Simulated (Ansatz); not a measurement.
## BN (P6_3mc): phonons and vibrational spectra

Task: relax BN (P6_3mc), then find its harmonic phonons.

Program: Ansatz 0.2.0. Level of theory: DFT PBE+D3(BJ), scalar-relativistic, plane waves, PAW; PAW set soft_1. Results are calculated unless marked as measured.

Most raw output is cut from this account.

### Step 1. Starting point

The structure is hexagonal, space group P6_3mc (No. 186). Conventional cell: a = 2.554 Å, b = 2.554 Å, c = 4.227 Å, α = 90.00°, β = 90.00°, γ = 120.00°. Nearest to B lie 4 N at 1.57 to 1.58 Å. Nearest to N lie 4 B at 1.57 to 1.58 Å. Farther neighbours and most contacts between anions are not listed.

### Step 2. Relaxation

The cell and atoms are relaxed, since residual forces and stress would shift the frequencies.

Contents of input.yaml:

```yaml
crystal:
  lattice:
    - [2.5539396017, 0.0, 0.0]
    - [-1.2769698009, 2.2117765748, 0.0]
    - [0.0, 0.0, 4.226855]
  atoms:
    - { symbol: B, position: [0.66666667, 0.33333333, 0.999724] }
    - { symbol: B, position: [0.33333333, 0.66666667, 0.499724] }
    - { symbol: "N", position: [0.66666667, 0.33333333, 0.625276] }
    - { symbol: "N", position: [0.33333333, 0.66666667, 0.125276] }
kpoints:
  mp_grid: { grid: [9, 9, 6] }
hamiltonian:
  xc: pbe
  dispersion: d3bj
  pseudopotentials: { kind: paw, azcp: { folder: soft_1 } }
scf:
  occupations: { method: gaussian, width: 0.02 }
output:
  forces: true
  stress: true
  eigenvalues: true
  write_density: true
  write_potential: true
  elf: true
  volumetric_format: npy
relax:
  adjacent_minimum: "off"
  f_tol: 0.005
  max_steps: 80
  cell: { stress_tol: 0.05 }
```

Command:

```bash
$ ansatz run input.yaml --threads 4 --pin off --max-ram 10240MiB --backend cpu --events-out ev --progress --plain --runs-dir out
```

Elapsed: 2.9 s, on 4 threads of Intel Xeon Platinum 8375C at 2.90GHz (Ice Lake), shared host; peak memory 0.57 GiB; 9.9 s of CPU time.

Step by step:

| step | energy less that of the first step (eV) | largest force component (eV/Å) | pressure (GPa) | volume (Å³) |
| --- | --- | --- | --- | --- |
| 1 | 0.0000 | 0.0191 | -5.82 | 23.88 |
| 2 | -0.0064 | 0.0036 | -2.45 | 23.66 |
| 3 | -0.0082 | 0.0037 | 0.09 | 23.51 |
| 4 | -0.0082 | 0.0037 | 0.02 | 23.51 |
| 5 | -0.0082 | 0.0000 | 0.00 | 23.51 |
| 6* | -0.0069 | 0.0000 | -0.11 | 23.51 |
| 7 | -0.0069 | 0.0000 | 0.00 | 23.50 |
| 8* | -0.0069 | 0.0000 | 0.00 | 23.50 |

Relaxation steps marked * repeat the geometry before them on a plane-wave basis chosen anew for their cell, so energy and pressure can jump there.

The run keeps the 12 symmetry operations that it works with, so distortions that break them were not tested.

| conventional cell, symmetrised | before | after | change |
| --- | --- | --- | --- |
| a (Å) | 2.554 | 2.541 | -0.5 % |
| b (Å) | 2.554 | 2.541 | -0.5 % |
| c (Å) | 4.227 | 4.203 | -0.6 % |
| volume (Å³/atom) | 5.97 | 5.88 | -1.6 % |

The relaxed structure:

```xyz
4
Lattice="2.5412 0.0000 0.0000 -1.2706 2.2007 0.0000 0.0000 0.0000 4.2029" Properties=species:S:1:pos:R:3 pbc="T T T"
B     1.2706    0.7336    4.2019
B     0.0000    1.4671    2.1004
N     1.2706    0.7336    2.6278
N     0.0000    1.4671    0.5263
```

Numbers from this step:

```
pressure           : -0.002643 GPa
gap on the k-mesh  : 5.192 eV
volume per atom    : 5.876 Å³
direct gap on mesh : 8.306 eV
```

Valence density in the ac plane at fractional y = 0.333, with atoms of B and N within 0.2 Å of it. It is the smooth field of the valence electrons, not physical close to the nuclei.

Ten even steps from '0' (0.1 e/Å³) to '9' (3.6 e/Å³):
```
0000011111111
0000001111110
0000001122210
0000001233210
0000002345421
0000013578631
1000124899852
1000126999973
2101136999973
1111124788753
1100112455432
0000011122211
0000000000000
0000000000000
0000000000000
0000000000000
0111100000000
1111110000001
1222211111111
2222221111111
1122222111112
1111111100111
```
Columns run along a (2.5 Å), rows up along c (4.2 Å). Atoms in or near the plane, at fractional coordinates: B at (0.67, 0.00), N at (0.67, 0.63).

ELF in the ac plane at fractional y = 0.333, with atoms of B and N within 0.2 Å of it. It is the smooth field of the valence electrons, not physical close to the nuclei.

Values, 22 rows by 13 columns:
```
0.49 0.46 0.44 0.45 0.49 0.47 0.33 0.12 0.01 0.00 0.06 0.24 0.43
0.28 0.23 0.21 0.22 0.26 0.31 0.34 0.35 0.36 0.36 0.35 0.34 0.32
0.18 0.10 0.08 0.09 0.15 0.29 0.51 0.70 0.82 0.84 0.76 0.58 0.36
0.22 0.08 0.04 0.06 0.16 0.39 0.66 0.84 0.91 0.92 0.88 0.74 0.48
0.33 0.12 0.06 0.08 0.24 0.52 0.74 0.85 0.90 0.90 0.87 0.79 0.61
0.47 0.21 0.10 0.16 0.38 0.63 0.75 0.77 0.74 0.74 0.76 0.77 0.69
0.61 0.34 0.18 0.26 0.53 0.72 0.74 0.58 0.34 0.30 0.50 0.71 0.74
0.72 0.46 0.28 0.37 0.65 0.79 0.75 0.45 0.10 0.04 0.31 0.69 0.79
0.77 0.53 0.34 0.44 0.72 0.84 0.80 0.54 0.19 0.12 0.41 0.76 0.84
0.77 0.54 0.34 0.44 0.71 0.84 0.84 0.72 0.50 0.45 0.65 0.81 0.85
0.68 0.46 0.29 0.37 0.61 0.77 0.81 0.77 0.70 0.69 0.74 0.80 0.79
0.49 0.33 0.24 0.28 0.43 0.58 0.66 0.68 0.66 0.66 0.67 0.67 0.61
0.28 0.24 0.23 0.24 0.27 0.31 0.36 0.40 0.42 0.42 0.40 0.37 0.32
0.18 0.25 0.30 0.28 0.22 0.16 0.13 0.13 0.13 0.13 0.13 0.13 0.14
0.22 0.34 0.40 0.37 0.27 0.16 0.09 0.06 0.05 0.04 0.05 0.07 0.12
0.33 0.45 0.51 0.48 0.38 0.25 0.14 0.08 0.06 0.05 0.06 0.10 0.19
0.47 0.55 0.58 0.56 0.50 0.40 0.29 0.19 0.14 0.13 0.16 0.23 0.35
0.61 0.63 0.63 0.63 0.61 0.56 0.47 0.35 0.25 0.23 0.29 0.41 0.54
0.71 0.70 0.67 0.68 0.70 0.69 0.61 0.44 0.26 0.22 0.35 0.56 0.68
0.77 0.74 0.71 0.72 0.76 0.76 0.66 0.41 0.16 0.11 0.28 0.60 0.75
0.77 0.73 0.70 0.71 0.75 0.75 0.61 0.27 0.03 0.01 0.12 0.51 0.74
0.68 0.65 0.62 0.64 0.67 0.65 0.46 0.15 0.02 0.01 0.04 0.33 0.63
```
Columns run along a (2.5 Å), rows up along c (4.2 Å). Atoms in or near the plane, at fractional coordinates: B at (0.67, 0.00), N at (0.67, 0.63).

Electrostatic potential energy in the ac plane at fractional y = 0.333, with atoms of B and N within 0.2 Å of it. With pseudopotentials it is smooth inside the atoms' cores, unlike the true potential.

Ten even steps from '_' (-36 eV) to '@' (13 eV):
```
%%@@@@@@@@##==........--**
@@@@@@@@@@%%**--....::++##
@@@@@@@@@@@@%%**====++##%%
@@@@@@@@@@@@@@%%####%%%%@@
@@@@@@@@@@@@%%**++++**%%@@
@@@@@@@@@@@@**--....--++%%
@@@@@@@@@@%%==..______--##
%%@@@@@@@@##--________::**
%%%%%%%%%%##--________::**
%%%%####%%%%++::____..==##
%%######%%%%##++----==##%%
%%%%####%%@@@@%%####%%@@@@
@@%%%%%%%%@@@@@@@@@@@@@@@@
@@@@@@@@@@@@@@@@@@@@@@@@@@
@@@@@@@@@@@@@@@@@@@@@@@@@@
@@@@@@@@@@@@@@@@@@@@@@@@@@
@@@@@@@@@@@@@@@@@@@@@@@@@@
@@%%%%%%%%@@@@%%%%%%%%@@@@
%%%%####%%%%%%**====++##%%
%%%%##%%%%%%**--....::++##
%%%%%%%%%%##==........--**
%%@@@@@@%%##--......__::**
```
Columns run along a (2.5 Å; values clipped at the 3rd and 97th percentile), rows up along c (4.2 Å). Atoms in or near the plane, at fractional coordinates: B at (0.67, 0.00), N at (0.67, 0.63).

In this step the volume went from 5.97 to 5.88 Å³/atom.

### Step 3. Relaxing to small forces for the phonons

Phonons need a cell at rest on their own settings, so the relaxation is repeated with tight tolerances on forces and stress, using the mesh and the filling of the phonon run that follows.

Contents of input.yaml:

```yaml
crystal:
  lattice:
    - [2.5411685628, 0.0, 0.0]
    - [-1.2705842814, 2.2007165306, 0.0]
    - [0.0, 0.0, 4.2028638761]
  atoms:
    - { symbol: B, position: [0.6666666667, 0.3333333333, 0.9997643597] }
    - { symbol: B, position: [0.3333333333, 0.6666666667, 0.4997643597] }
    - { symbol: "N", position: [0.6666666667, 0.3333333333, 0.6252356403] }
    - { symbol: "N", position: [0.3333333333, 0.6666666667, 0.1252356403] }
kpoints:
  mp_grid: { grid: [12, 12, 8] }
hamiltonian:
  xc: pbe
  dispersion: d3bj
  pseudopotentials: { kind: paw, azcp: { folder: soft_1 } }
scf:
  occupations: { method: fixed }
output:
  forces: true
  stress: true
  eigenvalues: true
relax:
  adjacent_minimum: "off"
  f_tol: 0.001
  max_steps: 60
  cell: { stress_tol: 0.01 }
```

Run time: 1.3 s. Hardware: 4 threads; peak memory 0.57 GiB.

Little changed from the start: no atom moved by 0.005 Å and no cell edge by 0.1 %.

This step gave:

- pressure: -3.68e-4 GPa
- gap on the k-mesh: 5.193 eV
- direct gap on mesh: 8.315 eV

The largest force component left is 0.13 meV/Å and the pressure is 0.000 GPa, within the tolerances set. The cell now holds 5.88 Å³/atom.

### Step 4. Zone-centre response

The zone centre comes first: it holds the modes that light can see, as far as symmetry allows. The response to a homogeneous field gives the Born charges and the dielectric tensor, and its change with displacement the Raman tensors.

input.yaml: that of step 3 with these lines changed.

```diff
@@ -19,9 +19,7 @@
 output:
-  forces: true
-  stress: true
   eigenvalues: true
-relax:
-  adjacent_minimum: "off"
-  f_tol: 0.001
-  max_steps: 60
-  cell: { stress_tol: 0.01 }
+phonons:
+  method: dfpt
+  dielectric: true
+  rigid_motions: translations
+  raman: true
```

The job ended after 55 s (4 threads; peak memory 1.4 GiB; 3.5 min of CPU time).

This step gave:

| Property | Result |
| --- | --- |
| sum-rule residual before enforcement | 2.59e-5 eV/Å² |
| miss of the charge sum rule | 1.24e-5 e |
| point group | 6mm |
| highest optical mode at the zone centre (no LO-TO term) | 1121 cm⁻¹ |
| lowest optical zone-centre mode | 473.4 cm⁻¹ |
| mean high-frequency dielectric constant | 4.608 |
| largest Born charge (third of the trace) | 1.876 e |
| mean static dielectric constant | 6.818 |
| top of the zone-centre spectrum with the field | 1277 cm⁻¹ |

Without the LO-TO term. Patterns of degenerate modes are one choice out of their space. Modes at Γ, with each element's share of the kinetic energy:

| mode | frequency (cm⁻¹) | symmetry | B % | N % |
| --- | --- | --- | --- | --- |
| 1 | 0.0 | acoustic | 44 | 56 |
| 2 | 0.0 | acoustic | 44 | 56 |
| 3 | 0.0 | acoustic | 44 | 56 |
| 4 | 473.4 | E2 | 40 | 60 |
| 5 | 473.4 | E2 | 40 | 60 |
| 6 | 958.9 | E2 | 60 | 40 |
| 7 | 958.9 | E2 | 60 | 40 |
| 8 | 969.8 | B1 | 24 | 76 |
| 9 | 1024.6 | A1 | 56 | 44 |
| 10 | 1058.0 | E1 | 56 | 44 |
| 11 | 1058.0 | E1 | 56 | 44 |
| 12 | 1120.6 | B1 | 76 | 24 |

Displacements in mode 4 (473.4 cm⁻¹), the largest set to 1:
```
B1   0.94  0.00  0.00
B2  -0.94  0.00  0.00
N3  -1.00  0.00  0.00
N4   1.00  0.00  0.00
```

Displacements in mode 8 (969.8 cm⁻¹), the largest set to 1:
```
B1   0.00  0.00  0.63
B2   0.00  0.00 -0.63
N3   0.00  0.00 -1.00
N4   0.00  0.00  1.00
```

Optical modes at the zone centre, without and with the macroscopic field of the longitudinal modes; each column is sorted by frequency, so a row need not hold one and the same mode. Modes with and without the field, by row:

| rank among optical modes | no field (cm⁻¹) | q along (1, 0, 0) (cm⁻¹) | q along (0, 0, 1) (cm⁻¹) |
| --- | --- | --- | --- |
| 1 | 473.4 | 473.4 | 473.4 |
| 2 | 473.4 | 473.4 | 473.4 |
| 3 | 958.9 | 958.9 | 958.9 |
| 4 | 958.9 | 958.9 | 958.9 |
| 5 | 969.8 | 969.8 | 969.8 |
| 6 | 1025 | 1025 | 1058 |
| 7 | 1058 | 1058 | 1058 |
| 8 | 1058 | 1121 | 1121 |
| 9 | 1121 | 1277 | 1264 |

Born charge (rows field, columns displacement) (e), principal values of the symmetric part by kind of site:

| atom | atoms with these values | low | middle | high | mean |
| --- | --- | --- | --- | --- | --- |
| B1 | 2 | 1.84 | 1.84 | 1.94 | 1.88 |
| N3 | 2 | -1.94 | -1.84 | -1.84 | -1.88 |

In full for N3:

```
-1.84  0.00  0.00
 0.00 -1.84  0.00
 0.00  0.00 -1.94
```

High-frequency dielectric tensor:

```
4.55 0.00 0.00
0.00 4.55 0.00
0.00 0.00 4.72
```

Static dielectric tensor (ions relaxed, fixed cell):

```
6.64 0.00 0.00
0.00 6.64 0.00
0.00 0.00 7.18
```

Transverse modes. Lines of the infrared spectrum (strongest = 100):

| position (cm⁻¹) | label | relative intensity |
| --- | --- | --- |
| 474 | E2 | 0.0 |
| 959 | E2 | 0.0 |
| 970 | B1 | 0.0 |
| 1025 | A1 | 55 |
| 1058 | E1 | 100 |
| 1121 | B1 | 0.0 |

Activity x (w_L - w)^4 (n + 1)/w, 532 nm, 300 K; modes without the macroscopic field alone. Raman lines, with heights relative to the strongest:

| position (cm⁻¹) | label | relative intensity |
| --- | --- | --- |
| 474 | E2 | 0.4 |
| 959 | E2 | 44 |
| 970 | B1 | 0.0 |
| 1025 | A1 | 100 |
| 1058 | E1 | 31 |
| 1121 | B1 | 0.0 |

Static second-order susceptibility (pm/V), twice the coefficient d of second-harmonic generation. Second order susceptibility, by row:

| field along | xx | yy | zz | yz | xz | xy |
| --- | --- | --- | --- | --- | --- | --- |
| x | 0 | 0 | 0 | 0 | 2.77 | 0 |
| y | 0 | 0 | 0 | 2.77 | 0 | 0 |
| z | 2.77 | 2.77 | -5.4 | 0 | 0 | 0 |

Before it was imposed, the acoustic sum rule was missed by 2.6e-5 eV/Å² and the charge sum rule by 1.2e-5 e. Small misses are needed for a sound result but don't prove that mesh and cutoff are converged. The lowest optical mode is real, 473 cm⁻¹.

### Step 5. The dispersion

Stability and thermal properties need the whole zone. Linear response on a 6×6×4 q mesh gives force constants as far as a supercell of that size would, and the tensors from the zone-centre run are typed in so that the long-range dipole term is interpolated apart.

input.yaml, the sections that differ from step 4:

```yaml
phonons:
  method: dfpt
  qmesh: [6, 6, 4]
  temperatures: { t_max: 1000, t_step: 50 }
  qpath:
    path:
      - [[0.0, 0.0, 0.0], [0.5, 0.0, 0.0], [0.33333333, 0.33333333, 0.0], [0.0, 0.0, 0.0], [0.0, 0.0, 0.5], [0.5, 0.0, 0.5], [0.33333333, 0.33333333, 0.5], [0.0, 0.0, 0.5]]
      - [[0.5, 0.0, 0.5], [0.5, 0.0, 0.0]]
      - [[0.33333333, 0.33333333, 0.5], [0.33333333, 0.33333333, 0.0]]
    npoints: 10
  non_analytic_term:
    high_frequency_dielectric_tensor: [[4.5547, 0.0, 0.0], [0.0, 4.5547, 0.0], [0.0, 0.0, 4.7159]]
    born_effective_charges:
      - { species: B, tensor: [[1.8428, 0.0, 0.0], [0.0, 1.8428, 0.0], [0.0, 0.0, 1.9413]] }
      - { species: B, tensor: [[1.8428, 0.0, 0.0], [0.0, 1.8428, 0.0], [0.0, 0.0, 1.9413]] }
      - { species: "N", tensor: [[-1.8428, 0.0, 0.0], [0.0, -1.8428, 0.0], [0.0, 0.0, -1.9413]] }
      - { species: "N", tensor: [[-1.8428, 0.0, 0.0], [0.0, -1.8428, 0.0], [0.0, 0.0, -1.9413]] }
    source: "zone-centre run at this cell"
# crystal, kpoints, hamiltonian, scf, output: as in step 4
```

Elapsed: 7 min, on 4 threads; peak memory 1.4 GiB; 27 min of CPU time.

This step gave:

* lowest frequency on the path: 0 cm⁻¹
* highest frequency on the path or at a solved wavevector: 1277 cm⁻¹
* mean frequency: 846.3 cm⁻¹
* Debye temperature (second moment): 1629 K
* logarithmic mean frequency: 807.5 cm⁻¹
* lowest mode on the q mesh (acoustic modes at Γ apart): 188.1 cm⁻¹
* zero-point energy per atom: 157.4 meV
* heat capacity at 300 K: 8.145 J/(mol atoms K)
* vibrational entropy at 300 K: 3.413 J/(mol atoms K)

Frequencies (cm⁻¹) solved at each irreducible wavevector; negative means imaginary. Frequencies by wavevector, by row:

| q in reciprocal lattice units | star | mode 1 | mode 2 | mode 3 | mode 4 | mode 10 | mode 11 | mode 12 |
| --- | --- | --- | --- | --- | --- | --- | --- | --- |
| 0 0 0 | 1 | 0 | 0 | 0 | 473.4 | 1058 | 1058 | 1121 |
| 0 0 0.25 | 2 | 188.1 | 188.1 | 337.8 | 440 | 1044 | 1171 | 1256 |
| 0 0 -0.5 | 1 | 341.8 | 341.8 | 341.8 | 341.8 | 1010 | 1226 | 1226 |
| 0 0.1667 0 | 6 | 245.8 | 253.9 | 399.5 | 541.6 | 1041 | 1079 | 1264 |
| 0 0.1667 0.25 | 12 | 315.7 | 348 | 480.6 | 510.8 | 1028 | 1142 | 1256 |
| 0 0.1667 -0.5 | 6 | 426.3 | 426.3 | 500.5 | 500.5 | 1008 | 1216 | 1216 |
| 0 0.3333 0 | 6 | 422.4 | 472.1 | 644.9 | 711.2 | 1011 | 1048 | 1216 |
| 0 0.3333 0.25 | 12 | 461.8 | 493 | 616.2 | 744.5 | 997.4 | 1104 | 1218 |
| 0 0.3333 -0.5 | 6 | 544.2 | 544.2 | 597.6 | 597.6 | 980.3 | 1186 | 1186 |
| 0 -0.5 0 | 3 | 479.5 | 601.6 | 686.6 | 833.1 | 1019 | 1091 | 1121 |
| 0 -0.5 0.25 | 6 | 514.4 | 589.2 | 658.2 | 722.8 | 1011 | 1124 | 1130 |
| 0 -0.5 -0.5 | 3 | 589.7 | 589.7 | 619.6 | 619.6 | 1010 | 1146 | 1146 |
| 0.1667 0.1667 0 | 6 | 415.9 | 448.3 | 599.5 | 670.1 | 1018 | 1050 | 1224 |
| 0.1667 0.1667 0.25 | 12 | 447 | 484.5 | 627.2 | 674.1 | 1011 | 1107 | 1224 |
| 0.1667 0.1667 -0.5 | 6 | 553.6 | 553.6 | 582.7 | 582.7 | 983.3 | 1189 | 1189 |
| 0.1667 0.3333 0 | 12 | 580.1 | 596.4 | 761.2 | 787.5 | 1005 | 1028 | 1133 |
| 0.1667 0.3333 0.25 | 24 | 557.5 | 623.8 | 709.8 | 751.7 | 1011 | 1059 | 1141 |
| 0.1667 0.3333 -0.5 | 12 | 590.7 | 590.7 | 692.5 | 692.5 | 988 | 1126 | 1126 |
| 0.3333 0.3333 0 | 2 | 731 | 731 | 762.1 | 795.3 | 1006 | 1006 | 1048 |
| 0.3333 0.3333 0.25 | 4 | 645.7 | 645.7 | 782.1 | 870.4 | 1031 | 1031 | 1038 |
| 0.3333 0.3333 -0.5 | 2 | 595.8 | 595.8 | 829.4 | 829.4 | 1016 | 1048 | 1048 |

Interpolated from a 6×6×4 q mesh, with the LO-TO term (at Γ the limit along the path; where Γ stands inside the path, tables give the limit on arrival). The phonon branches at the labelled points (cm⁻¹):

| point | branch 1 | branch 2 | branch 3 | branch 4 | branch 9 | branch 10 | branch 11 | branch 12 |
| --- | --- | --- | --- | --- | --- | --- | --- | --- |
| Γ | 0 | 0 | 0 | 474 | 1025 | 1058 | 1121 | 1277 |
| halfway | 352 | 363 | 571 | 599 | 998 | 1025 | 1056 | 1247 |
| M | 480 | 602 | 687 | 833 | 997 | 1019 | 1091 | 1121 |
| halfway | 595 | 638 | 778 | 808 | 990 | 1023 | 1061 | 1074 |
| K | 731 | 731 | 762 | 795 | 973 | 1006 | 1006 | 1048 |
| halfway | 416 | 448 | 600 | 670 | 991 | 1018 | 1050 | 1224 |
| Γ | 0 | 0 | 0 | 474 | 1025 | 1058 | 1121 | 1277 |
| halfway | 188 | 188 | 338 | 440 | 1044 | 1044 | 1171 | 1256 |
| A | 342 | 342 | 342 | 342 | 1010 | 1010 | 1226 | 1226 |
| halfway | 491 | 491 | 570 | 570 | 994 | 994 | 1206 | 1206 |
| L | 590 | 590 | 620 | 620 | 1010 | 1010 | 1146 | 1146 |
| halfway | 594 | 594 | 711 | 711 | 1003 | 1003 | 1103 | 1103 |
| H | 596 | 596 | 829 | 829 | 1016 | 1016 | 1048 | 1048 |
| halfway | 554 | 554 | 583 | 583 | 983 | 983 | 1189 | 1189 |
| A | 342 | 342 | 342 | 342 | 1010 | 1010 | 1226 | 1226 |
| jump to L | 590 | 590 | 620 | 620 | 1010 | 1010 | 1146 | 1146 |
| halfway | 514 | 589 | 658 | 723 | 984 | 1011 | 1124 | 1130 |
| M | 480 | 602 | 687 | 833 | 997 | 1019 | 1091 | 1121 |
| jump to H | 596 | 596 | 829 | 829 | 1016 | 1016 | 1048 | 1048 |
| halfway | 646 | 646 | 782 | 870 | 990 | 1031 | 1031 | 1038 |
| K | 731 | 731 | 762 | 795 | 973 | 1006 | 1006 | 1048 |

The phonon density of states has structure finer than the step of the table below, so its rows give means over 25 cm⁻¹, whole bins alone (the curve runs from 5 to 1275 cm⁻¹). Peaks (cm⁻¹: height): 595.0: 0.0164, 955.0: 0.0483, 985.0: 0.0501.

Tetrahedra on a 30×30×16 mesh, mean over bins of 10 cm-1. Interpolated from a 6×6×4 q mesh. Phonon density of states against wavenumber; means over each step:

| wavenumber (cm⁻¹) | phonon density of states (1/cm⁻¹/cell) |
| --- | --- |
| 25 | 7.5e-6 |
| 50 | 3.1e-5 |
| 75 | 8.1e-5 |
| 100 | 1.6e-4 |
| 125 | 2.5e-4 |
| 150 | 3.6e-4 |
| 175 | 5.0e-4 |
| 200 | 6.7e-4 |
| 225 | 8.7e-4 |
| 250 | 0.00111 |
| 275 | 0.00139 |
| 300 | 0.00172 |
| 325 | 0.00211 |
| 350 | 0.00257 |
| 375 | 0.00310 |
| 400 | 0.00379 |
| 425 | 0.00468 |
| 450 | 0.00580 |
| 475 | 0.00765 |
| 500 | 0.00919 |
| 525 | 0.0103 |
| 550 | 0.0120 |
| 575 | 0.0143 |
| 600 | 0.0151 |
| 625 | 0.0126 |
| 650 | 0.0117 |
| 675 | 0.0113 |
| 700 | 0.0103 |
| 725 | 0.00967 |
| 750 | 0.00991 |
| 775 | 0.00925 |
| 800 | 0.00918 |
| 825 | 0.00919 |
| 850 | 0.0103 |
| 875 | 0.0124 |
| 900 | 0.0194 |
| 925 | 0.0227 |
| 950 | 0.0376 |
| 975 | 0.0413 |
| 1000 | 0.0446 |
| 1025 | 0.0215 |
| 1050 | 0.0121 |
| 1075 | 0.00899 |
| 1100 | 0.00906 |
| 1125 | 0.00989 |
| 1150 | 0.00948 |
| 1175 | 0.00813 |
| 1200 | 0.00736 |
| 1225 | 0.00681 |
| 1250 | 0.00607 |

Phonopy on the run's constants, 21x21x13 mesh, Gaussian sigma 9.5 cm-1. Interpolated from a 6×6×4 q mesh. The partial phonon density of states by wavenumber; read off at these points; values in 1/cm⁻¹/cell:

| wavenumber (cm⁻¹) | B | N |
| --- | --- | --- |
| 0.0 | 1.0e-5 | 1.0e-5 |
| 50.0 | 1.2e-5 | 1.3e-5 |
| 100.0 | 7.2e-5 | 9.3e-5 |
| 150.0 | 2.3e-4 | 3.0e-4 |
| 200.0 | 3.5e-4 | 4.5e-4 |
| 250.0 | 4.8e-4 | 6.1e-4 |
| 300.0 | 7.5e-4 | 9.6e-4 |
| 350.0 | 0.00118 | 0.00152 |
| 400.0 | 0.00157 | 0.00200 |
| 450.0 | 0.00242 | 0.00310 |
| 500.0 | 0.00394 | 0.00505 |
| 550.0 | 0.00535 | 0.00671 |
| 600.0 | 0.00672 | 0.00819 |
| 650.0 | 0.00499 | 0.00599 |
| 700.0 | 0.00479 | 0.00573 |
| 750.0 | 0.00484 | 0.00586 |
| 800.0 | 0.00424 | 0.00537 |
| 850.0 | 0.00428 | 0.00624 |
| 900.0 | 0.00774 | 0.0113 |
| 950.0 | 0.0190 | 0.0181 |
| 988.6 | 0.0235 | 0.0230 |
| 1000.0 | 0.0225 | 0.0216 |
| 1050.0 | 0.00795 | 0.00448 |
| 1100.0 | 0.0063 | 0.00232 |
| 1150.0 | 0.00673 | 0.00304 |
| 1200.0 | 0.00456 | 0.00277 |
| 1250.0 | 0.00357 | 0.00253 |
| 1300.0 | 8.9e-6 | 0 |

Harmonic thermodynamic functions per atom, from the density of states. Interpolated from a 6×6×4 q mesh. Thermodynamic functions, by row:

| T (K) | F_vib (meV/atom) | S (J/mol-atom/K) | C_V (J/mol-atom/K) |
| --- | --- | --- | --- |
| 0 | 157.4 | 0 | 0 |
| 50 | 157.4 | 0.012 | 0.038 |
| 100 | 157.4 | 0.116 | 0.401 |
| 200 | 156.8 | 1.146 | 3.415 |
| 300 | 154.6 | 3.413 | 8.145 |
| 400 | 149.5 | 6.362 | 12.38 |
| 500 | 141.3 | 9.483 | 15.53 |
| 600 | 129.9 | 12.52 | 17.75 |
| 700 | 115.4 | 15.38 | 19.33 |
| 800 | 98.07 | 18.04 | 20.46 |
| 900 | 78.08 | 20.5 | 21.3 |
| 1000 | 55.63 | 22.78 | 21.93 |

[end of part 1 of 2]

[Logs are printed without paths, hosts, clocks, repeated set-up lines and the standing remarks that a program may print on its own settings, such as how far it seeks lower states.]

[Hosts, paths, dates, database ids (printed as entryN), source tags and the programs' standing remarks are cut or masked in the printed files.]
